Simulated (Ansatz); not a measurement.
# Direct or indirect: AlN (P6_3mc)

```yaml
crystal:
  lattice:
    - [3.11300, 0.00000, 0.00000]
    - [-1.55650, 2.69594, 0.00000]
    - [0.00000, 0.00000, 4.98100]
  atoms:
    - { symbol: Al, position: [0.66667, 0.33333, 0.50000] }
    - { symbol: Al, position: [0.33333, 0.66667, 0.00000] }
    - { symbol: N, position: [0.66667, 0.33333, 0.88000] }
    - { symbol: N, position: [0.33333, 0.66667, 0.38000] }
```

Method: Ansatz, PBE, independent particles, without spin-orbit coupling, line width 0.1 eV (Gaussian). The band structure gives a fundamental gap of 4.21 eV. The spectrum of vertical transitions near the edge:

```tsv
E (eV)	Im ε, E ∥ xy	Im ε, E ∥ z
3.72	0.00	0.00
3.84	0.00	0.00
3.96	0.00	0.00
4.08	0.00	0.01
4.20	0.00	0.10
4.32	0.04	0.33
4.44	0.23	0.50
4.56	0.45	0.62
4.68	0.58	0.71
4.80	0.68	0.79
4.92	0.76	0.86
5.04	0.83	0.92
5.16	0.89	0.98
5.28	0.94	1.03
5.40	1.00	1.09
5.52	1.05	1.15
5.64	1.10	1.21
```

Question: Is the gap direct or indirect, and about where do vertical transitions set in?

Answer: Direct: the band path has its least direct gap at the fundamental one, 4.21 eV, and the curves rise from there. Lines are broadened by 0.1 eV, which spreads the edge.

[Logs are printed without paths, hosts, clocks, repeated set-up lines and the standing remarks that a program may print on its own settings, such as how far it seeks lower states.]
